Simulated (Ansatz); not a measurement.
# La_B in BP (F-43m): charge-transition levels and formation energies

Wanted: the transition levels of a substitutional impurity in BP (F-43m), from a cell of 54 host atoms with 1 B taken out and 1 La put in.

Calculated with Ansatz 0.2.0; place-levels on r2SCAN runs: charge-transition levels and formation energies with image-charge correction and potential alignment at the atomic sites; PAW set soft_1.

### 1. The structure

The cell holds 54 atoms: 26 B, 27 P and 1 La. Its edges and angles: a = 9.623 Å, b = 9.623 Å, c = 9.623 Å, α = 60.0°, β = 60.0°, γ = 60.0°. It derives from BP (space group F-43m). Nearest the centre at fractional (0.667, 0.333, 0.667): La47 at 0.00 Å, P22 at 1.96 Å, P40 at 1.96 Å, P24 at 1.96 Å, P28 at 1.96 Å, B41 at 3.21 Å, B35 at 3.21 Å, B29 at 3.21 Å.

Structure file:

```xyz
54
Lattice="0.0000 6.8046 6.8046 6.8046 0.0000 6.8046 6.8046 6.8046 0.0000" Properties=species:S:1:pos:R:3 pbc="T T T"
B     0.0000    0.0000    0.0000
P     3.4023    3.4023    3.4023
B     2.2682    2.2682    0.0000
P     5.6705    5.6705    3.4023
B     4.5364    4.5364    0.0000
P     7.9386    7.9386    3.4023
B     2.2682    0.0000    2.2682
P     5.6705    3.4023    5.6705
B     4.5364    2.2682    2.2682
P     7.9386    5.6705    5.6705
B     6.8046    4.5364    2.2682
P    10.2068    7.9386    5.6705
B     4.5364    0.0000    4.5364
P     7.9386    3.4023    7.9386
B     6.8046    2.2682    4.5364
P    10.2068    5.6705    7.9386
B     9.0727    4.5364    4.5364
P    12.4750    7.9386    7.9386
B     0.0000    2.2682    2.2682
P     3.4023    5.6705    5.6705
B     2.2682    4.5364    2.2682
P     5.6705    7.9386    5.6705
B     4.5364    6.8046    2.2682
P     7.9386   10.2068    5.6705
B     2.2682    2.2682    4.5364
P     5.6705    5.6705    7.9386
B     4.5364    4.5364    4.5364
P     7.9386    7.9386    7.9386
B     6.8046    6.8046    4.5364
P    10.2068   10.2068    7.9386
B     4.5364    2.2682    6.8046
P     7.9386    5.6705   10.2068
B     6.8046    4.5364    6.8046
P    10.2068    7.9386   10.2068
B     9.0727    6.8046    6.8046
P    12.4750   10.2068   10.2068
B     0.0000    4.5364    4.5364
P     3.4023    7.9386    7.9386
B     2.2682    6.8046    4.5364
P     5.6705   10.2068    7.9386
B     4.5364    9.0727    4.5364
P     7.9386   12.4750    7.9386
B     2.2682    4.5364    6.8046
P     5.6705    7.9386   10.2068
B     4.5364    6.8046    6.8046
P     7.9386   10.2068   10.2068
La    6.8046    9.0727    6.8046
P    10.2068   12.4750   10.2068
B     4.5364    4.5364    9.0727
P     7.9386    7.9386   12.4750
B     6.8046    6.8046    9.0727
P    10.2068   10.2068   12.4750
B     9.0727    9.0727    9.0727
P    12.4750   12.4750   12.4750
```

Known beforehand: the electronic dielectric constant, 9.31, and the static one, 9.42, computed on the host (DFPT, PBEsol, on the r2SCAN cell), and a cell off the functional's own equilibrium shifts the ionic part.

The cell's shortest repeat is 9.6 Å.

### 2. Charge states

A transition level is the Fermi level at which two charge states cost the same, so each charge needs its own total energy, at its own relaxed structure.

Random displacements of about 0.05 Å break the site symmetry at the start, so that the relaxation can reach a distorted minimum if there is one. Forces are taken on a 2×2×2 shifted mesh. The cell holds 1 electron more than the neutral one, with a uniform background that keeps it neutral on the whole. The electron count is odd, so at least one spin is unpaired; this run locks the moment at 1 μB.

The sampling was tested on the host first: at the k-points planned (1x1x1 shifted 0.25 0.25 0.25) its energy lies 0.152 eV an atom from the dense-mesh value, so the final energies take a denser sampling.

One state's input; the others differ in charge, spin, start and seed, and in occupations where the table says so.

qm1_M1.relax/input.yaml reads:

```yaml
crystal:
  lattice:
    - [0.0, 2.26818541, 2.26818541]
    - [2.26818541, 0.0, 2.26818541]
    - [2.26818541, 2.26818541, 0.0]
  atoms:
    - { symbol: B, position: [0.0, 0.0, 0.0] }
    - { symbol: P, position: [0.75, 0.75, 0.75] }
  supercell: [3, 3, 3]
  defects: [{ substitution: { at: 46, symbol: La } }]
total_charge: -1
basis:
  ecutwfc: 500
  xc_grid: 2
hamiltonian:
  xc: r2scan
  pseudopotentials: { kind: paw, azcp: { folder: soft_1 } }
kpoints:
  mp_grid: { grid: [2, 2, 2], shift: [0.5, 0.5, 0.5] }
magnetization:
  spin_polarized: true
  initial_magnetization: 1
  spin_locking: { lock_magnetization: hard }
scf:
  occupations: { method: fixed }
  max_iter: 60
output:
  forces: true
  charged_corrections: { epsilon: 9.31, static_epsilon: 9.42 }
relax:
  f_tol: 0.02
  max_steps: 80
  random_displacement: { amplitude: 0.05, seed: 5019 }
checkpoint:
  write: "../qm1_M1.relax.run"
  compress: false
  write_wavefunctions: true
  write_every: 100000
```

Launch:

```console
$ ansatz run input.yaml --threads 4 --pin off --max-ram 7536MiB --backend cpu --events-out ev --progress --plain --runs-dir out
```

The run of this state that the levels use, under r2SCAN:

qm1_M1.point/input.yaml reads:

```yaml
crystal:
  checkpoint: "../qm1_M1.relax.run"
  host: checkpoint
total_charge: -1
basis:
  ecutwfc: 500
  xc_grid: 2
hamiltonian:
  xc: r2scan
  pseudopotentials: { kind: paw, azcp: { folder: soft_1 } }
kpoints:
  mp_grid: { grid: [2, 2, 2], shift: [0.5, 0.5, 0.5] }
magnetization:
  spin_polarized: true
  initial_magnetization: 1
  spin_locking: { lock_magnetization: hard }
scf:
  occupations: { method: fixed }
  max_iter: 60
output:
  forces: true
  eigenvalues: true
  charged_corrections:
    epsilon: 9.31
    static_epsilon: 9.42
    defect_position: [0.666667, 0.333333, 0.666667]
  eigenstates: { localisation: true }
  populations: true
  efg: {}
checkpoint:
  read: "../qm1_M1.relax.run"
  write: "../qm1_M1.point.run"
  compress: false
  write_wavefunctions: false
  write_every: 100000
```

Relaxations under r2SCAN at a 2×2×2 shifted mesh; times on 4 threads of Arm Neoverse N1, shared host:

```tsv
charge	moment (μB)	occupations	outcome	steps	largest displacement against the far atoms (Å)	time
−1	1	fixed	converged	14	0.96	26 min
0	0	fixed	converged	12	0.94	8.8 min
+1	1	fixed	converged	13	0.90	26 min
0	2	fixed	converged	15	0.92	30 min
```

Single points under r2SCAN at a 2×2×2 shifted mesh; times on 4 threads of Arm Neoverse N1, shared host:

```tsv
charge	moment (μB)	occupations	outcome	time
−1	1	fixed	converged	98 s
0	0	fixed	converged	45 s
+1	1	fixed	converged	1.8 min
0	2	fixed	converged	1.8 min
```

Distances (Å) from La47 to the nearest atoms after relaxation with r2SCAN:

```tsv
charge	moment (μB)	1.	2.	3.	4.	5.	6.
−1	1	P 2.54	P 2.56	P 2.66	P 2.66	B 2.78	B 2.79
0	0	P 2.56	P 2.57	P 2.60	P 2.71	B 2.73	B 2.74
0	2	P 2.50	P 2.53	P 2.66	P 2.66	B 2.78	B 2.79
+1	1	P 2.54	P 2.54	P 2.59	B 2.71	B 2.72	P 2.72
```

### 3. place-levels, r2SCAN

A charged cell interacts with its images and the background, and its potential has another zero than the host's. place-levels removes the first by a point-charge model, screened by the static dielectric constant since the ions have relaxed around the charge, and the second by comparing potentials at atoms far from the defect.

The host is a run of the defect-free crystal in the same cutoffs, grids and k-points, so that basis and sampling errors cancel in part in the differences. The host is run in a cell of 2 atoms on a matching mesh. Its band edges are searched through the zone by a band path, so the gap is smaller than, or equal to, that on the mesh. Chemical potentials are energies per atom of B (alpha-rhombohedral (B12)) and La (dhcp), run with the same functional and cutoff.

levels.point.yaml reads:

```yaml
host:
  run: host.point.run
states: [qm1_M1.point.run, q0.point.run, qp1_M1.point.run, q0_M2.point.run]
geometry_from:
  qm1_M1.point.run: qm1_M1.relax.run
  q0.point.run: q0.relax.run
  qp1_M1.point.run: qp1_M1.relax.run
  q0_M2.point.run: q0_M2.relax.run
  host.point.run: host.relax.run
chemical_potentials:
  B:
    energy: -156.554104
    dataset: <sha256 of the dataset>
  La:
    energy: -6264.872275
    dataset: "<sha256 of the dataset>"
epsilon: 9.31
static_epsilon: 9.42
vertical:
  - { from: qm1_M1.point.run, to: qm1_M1.point_neutral.run }
  - { from: qp1_M1.point.run, to: qp1_M1.point_neutral.run }
```

Launch:

```console
$ ansatz place-levels levels.point.yaml -- --threads 4 --pin off --max-ram 7536MiB
```

Numbers of over 12 decimals in the logs are rounded to 6 here.

Output:

```text
[... repeated set-up lines and file paths are left out, and long positions are rounded to six places ...]
(+1/0) 0.406 eV above the valence edge, 1.002 eV under the conduction edge
(0/-1) 1.458 eV above the valence edge (+1.795 eV without the band-filling correction), in the conduction band
formation energy of charge +1: +6.630 eV with the Fermi level at the valence edge
formation energy of charge 0: +7.036 eV with the Fermi level at the valence edge
formation energy of charge -1: +8.494 eV with the Fermi level at the valence edge
vertical -1 to 0: no energy, since no alignment is typed
  the change from vertical[0].from (qm1_M1.point.run) to vertical[0].to (qm1_M1.point_neutral.run): by its potential at epsilon 9.31 it stands at 0.740 0.238 0.572, with an rms radius of about 3.9 Å (2.1 2.3 2.3 Å across the planes of the cell's vectors); [...]
vertical +1 to 0: no energy, since no alignment is typed
  the change from vertical[1].from (qp1_M1.point.run) to vertical[1].to (qp1_M1.point_neutral.run): by its potential at epsilon 9.31 it stands at 0.583 0.009 0.581, with an rms radius of about 3.1 Å (1.3 2.7 1.0 Å across the planes of the cell's vectors); [...]
  edges by r2scan, gap 1.407 eV; the host is sampled to repeats of 19.25 Å
  the defect's cells are sampled to repeats of 19.25 Å, like sampling
  charge +1: -30861.5078 eV with its correction of +0.775 eV, at epsilon 9.42, aligned at sites: +0.5180 eV, mean over 19 atomic sites at or beyond 4.81 Å from the defect at [0.6667, 0.3333, 0.6667], with -0.000000 for the charge's moments and without [...]
  charge 0: +0.000 eV for its dipole among its images, +0.000 omitted
  charge -1: -30840.8480 eV with its correction of -0.404 eV, at epsilon 9.42, aligned at sites: +0.6615 eV, mean over 19 atomic sites at or beyond 4.81 Å from the defect at [0.6667, 0.3333, 0.6667], with +0.000000 for the charge's moments and without [...]
  charge 0: states[3] (q0_M2.point.run) stands 1.013 eV higher, with a moment of 2.00 μB against 0.00
  of states[2] (qp1_M1.point.run): it parts from the run at its places by a charge that spreads by about 2.7 Å along one vector (1.4 Å or more is wide), by its potential at epsilon 9.31, taken for that of held ions (one typed too small widens it), where the [...]
  of states[1] (q0.point.run): its alignment with the host at atomic sites is doubtful: the mean over the far sites moves by +0.0668 eV from their farther parts to their nearer, more than 0.05 eV. [...]
  of states[0] (qm1_M1.point.run): it parts from the run at its places by a charge that spreads by about 2.3 Å along one vector (1.4 Å or more is wide), by its potential at epsilon 9.31, taken for that of held ions (one typed too small widens it), where the [...]
  of states[3] (q0_M2.point.run): the far atoms show a dipole or second moment of the defect's charge, for which the correction takes or leaves out 0.323 eV: further moments aren't read, and the relaxed atoms' own pattern can pass for one, so compare a larger [...]
  of vertical[0].from (qm1_M1.point.run): band_overlap_at_count; stability_check_not_made; of the run under geometry_from: band_overlap_at_count; [...]
  of vertical[1].from (qp1_M1.point.run): stability_check_not_made; [...]
```

Wall time 0.55 s (4 threads of Arm Neoverse N1, shared host).

Levels between the charges placed, in eV above the valence top:

```tsv
	gap (eV)	(+1/0)	(0/−1)
r2SCAN	1.41	0.41	1.46
```

Corrections by state:

```tsv
charge	moment (μB)	image terms and alignment (eV)	band filling (eV)	ε used	over the lowest of its charge, as the program ranks them, band filling apart (eV)
+1	1.0	0.775	-	9.42	0.000
0	0.0	0.000	-	-	0.000
−1	1.0	-0.404	-0.337	9.42	0.000
0	2.0	0.000	-	-	1.013
```

The charged structures listed were also run neutral, and place-levels reads from each pair, by the potential or the spins, how wide the charge is by which they differ; that can be the carrier of either run.

```tsv
charge	rms radius (Å)	spread where it is widest against the cell (Å)	wide from (Å)	reading
+1	3.1	2.68	1.36	wide
−1	3.9	2.30	1.36	wide
```

The neutral runs of these pairs need not share the spin of the lowest neutral state, and very wide values only mean spread over the cell.

From the program's caveats on the states, each cut to its opening words:

- charge +1 (1 μB): it parts from the run at its places by a charge that spreads by about 2.7 Å along one vector (1.4 Å or more is wide), by its potential at epsilon 9.31, taken [...]
- charge +1 (1 μB): its alignment with the host at atomic sites is doubtful: the mean over the far sites moves by -0.0521 eV from their farther parts to their nearer, more than [...]
- charge +1 (1 μB): the far atoms show a dipole or second moment of the defect's charge, for which the correction takes or leaves out 0.337 eV: further moments aren't read, and [...]
- charge +1 (1 μB), −1 (1 μB), 0 (2 μB): flagged: stability check not made
- charge 0: its alignment with the host at atomic sites is doubtful: the mean over the far sites moves by +0.0668 eV from their farther parts to their nearer, more than [...]
- charge −1 (1 μB): it parts from the run at its places by a charge that spreads by about 2.3 Å along one vector (1.4 Å or more is wide), by its potential at epsilon 9.31, taken [...]
- charge −1 (1 μB): a band-filling correction moves a carrier to the host's band edge, which changes its energy by -0.337 eV
- charge −1 (1 μB): its alignment with the host at atomic sites is doubtful: the mean over the far sites moves by +0.0581 eV from their farther parts to their nearer, more than [...]
- charge −1 (1 μB), 0 (2 μB): filled levels lie above empty ones at the fixed electron count
- charge 0 (2 μB): the far atoms show a dipole or second moment of the defect's charge, for which the correction takes or leaves out 0.323 eV: further moments aren't read, and [...]
- charge 0 (2 μB): its moments are held at its close (magnetization.spin_locking), by a field of 0.496 eV a Bohr magneton, and its energy and levels are of the state that this [...]

The host's formation energy from the elements is -0.484 eV per atom; it sets how far the chemical potentials can move.

Limit set by the element alone; other compounds of these elements are not counted. Chemical potentials from the elements' reference states: B 0.00 eV, P -0.97 eV, La 0.00 eV. Formation energy by charge state (B-rich; gap 1.41 eV):

```tsv
charge	at valence top (eV)	at conduction bottom (eV)	correction included (eV)
+1	6.63	8.04	0.78
0	7.04	7.04	0.00
−1	8.49	7.09	-0.74
```

(Fermi level (eV), lowest formation energy (eV)): (0.00, 6.63), (0.13, 6.76), (0.26, 6.89), (0.38, 7.01), (0.51, 7.04), (0.64, 7.04), (0.77, 7.04), (0.90, 7.04), (1.02, 7.04), (1.15, 7.04), (1.28, 7.04), (1.41, 7.04)

Limit set by the element alone; other compounds of these elements are not counted. Chemical potentials from the elements' reference states: P 0.00 eV, B -0.97 eV, La 0.00 eV. Formation energy by charge state (P-rich; gap 1.41 eV):

```tsv
charge	at valence top (eV)	at conduction bottom (eV)	correction included (eV)
+1	5.66	7.07	0.78
0	6.07	6.07	0.00
−1	7.53	6.12	-0.74
```

Fermi level (eV), lowest formation energy (eV) and a bar from the least value:
```
     0.00       5.66 
     0.13       5.79 #########
     0.26       5.92 ###################
     0.38       6.05 ############################
     0.51       6.07 ##############################
     0.64       6.07 ##############################
     0.77       6.07 ##############################
     0.90       6.07 ##############################
     1.02       6.07 ##############################
     1.15       6.07 ##############################
     1.28       6.07 ##############################
     1.41       6.07 ##############################
```

### 4. Summary of results

| Item | Value |
| --- | --- |
| gap of the host | 1.41 eV (r2SCAN) |
| level (plus 1/0) | 0.41 eV above the valence top |
| level (0/minus 1) | 1.46 eV above the valence top, past the conduction bottom (1.80 eV above the valence top without the band-filling term) |
| lowest of the charges placed, just above the valence top (0.02 eV) | +1 |
| lowest of the charges placed, just below the conduction bottom (0.02 eV) | 0 |
| lowest formation energy at mid-gap of the charges run, B-rich | 7.04 eV |
| lowest formation energy at mid-gap of the charges run, P-rich | 6.07 eV |

Of the charges placed (−1, 0 and +1), the lowest changes at 0.41 eV (+1/0) above the valence top, in a gap of 1.41 eV. (+1/0) lies nearer to a band edge than the share of the finite-size correction in it (0.78 eV), and that correction holds for a localised charge alone. Charges above +1 were not placed, so these runs say nothing of levels that involve them. States placed: +1 at 1 μB; 0 at 0 μB and 2 μB; −1 at 1 μB. Other spin states or structures, where not listed, weren't placed. The program finds carriers beyond a band edge of the host and adds a band-filling term at charge −1 (-0.34 eV); steps to such a charge show no bound level, and a defect level inside a band would be read the same way. La is taken at its element; compounds, which aren't counted here, bound the chemical potentials and would shift these formation energies. The program doubts the alignment of potentials for at least one state, a sign that the cell is small. Keep in mind: r2SCAN makes the gap too small and tends to spread out bound carriers; spin–orbit coupling, which can matter with heavy atoms, is left out.

[Logs are printed without paths, hosts, clocks, repeated set-up lines and the standing remarks that a program may print on its own settings, such as how far it seeks lower states.]

[Hosts, paths, dates, database ids (printed as entryN), source tags and the programs' standing remarks are cut or masked in the printed files.]

[Where a table of states has a column of steps, it counts the stored structures, which are thinned; the runs took as many ionic steps or more.]

[A defect's name tells the site on which it was built; relaxed atoms can leave that site.]

[For some hosts the program warned that the k-mesh of the response run may be too coarse for force constants and the static dielectric constant; such warnings are not shown here.]
